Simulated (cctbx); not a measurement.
## Interatomic vectors of SmTl5Co

Space group P4/mmm (no. 123), a = 4.7510 Å, b = 4.7510 Å, c = 7.8510 Å, α = 90.00°, β = 90.00°, γ = 90.00°, content Tl5 Sm1 Co1.

Simulated single-crystal data (cctbx): Cu Kα, λ = 1.54184 Å, to d = 0.8 Å, 50 % of the full sphere, strongest reflection 5000 counts, noise from counting, a 2 % proportional error and a noise floor of 15 counts (s.d.); no absorption.

Patterson synthesis, origin scaled to 1000:

```text
Patterson group P 4/m m m
      u       v       w   height  length (A)
  0.000   0.000   0.000   1000.0     0.00
  0.500   0.500   0.000    947.5     3.36
  0.000   0.500   0.315    587.0     3.43
  0.000   0.000   0.372    311.8     2.92
  0.500   0.500   0.372    311.2     4.45
  0.000   0.500   0.179     49.0     2.76
  0.194   0.306   0.262     46.9     2.68
  0.212   0.212   0.418     46.5     3.58
  0.288   0.288   0.419     44.8     3.82
  0.251   0.251   0.091     43.1     1.83
  0.327   0.327   0.039     40.5     2.22
  0.193   0.193   0.052     38.9     1.36
  0.500   0.500   0.500     36.8     5.17
  0.234   0.354   0.368     22.4     3.53
```

Q: Assign the vectors.

A peak at u stands for all pairs with xi − xj = u, with weight Σ ZiZj against Σ Z² = 37378 at the origin. Peak heights follow these weights only roughly, since form factors, motion and series ripples differ, all vectors within 0.55 Å of a peak are counted as merged into it though the farther ones add only part of their weight, and F(000) is left out, which lowers the whole map:

| u | v | w | shortest length (Å) | height | 1000 ΣZiZj/ΣZ² | pairs in the cell |
| --- | --- | --- | --- | --- | --- | --- |
| 0.500 | 0.500 | 0.000 | 3.36 | 948 | 971 | 4 × Tl–Tl, 2 × Tl–Sm |
| 0.000 | 0.500 | 0.315 | 3.43 | 587 | 620 | 2 × Tl–Tl, 2 × Tl–Sm |
| 0.000 | 0.000 | 0.372 | 2.92 | 312 | 351 | 2 × Tl–Tl |
| 0.500 | 0.500 | 0.372 | 4.45 | 311 | 351 | 2 × Tl–Tl |
| 0.000 | 0.500 | 0.179 | 2.76 | 49 | 117 | 2 × Tl–Co |
| 0.194 | 0.306 | 0.262 | 2.68 | 47 | 0 | none within 0.55 Å |
| 0.212 | 0.212 | 0.418 | 3.58 | 46 | 0 | none within 0.55 Å |

The table stops at ten peaks or at a height of 45, below which ripples compete. In the model behind the data Tl, the heaviest element, has 2 independent sites: (1/2, 0, 0.6856) and (1/2, 1/2, 0), up to an allowed shift of origin; the Tl–Tl vectors are differences of these positions and their symmetry mates. The whole model:

| atom | mult. | x | y | z | Ueq (Å²) |
| --- | --- | --- | --- | --- | --- |
| Tl1 | 4 | 1/2 | 0 | 0.6856 | 0.0142 |
| Tl2 | 1 | 1/2 | 1/2 | 0 | 0.0107 |
| Sm1 | 1 | 0 | 0 | 0 | 0.0181 |
| Co1 | 1 | 0 | 0 | 1/2 | 0.0139 |

The model was made for the exercise: a known structure type with other elements put in, its volume estimated, not relaxed; displacement parameters are assumed.

[Logs are printed without paths, hosts, clocks, repeated set-up lines and the standing remarks that a program may print on its own settings, such as how far it seeks lower states.]
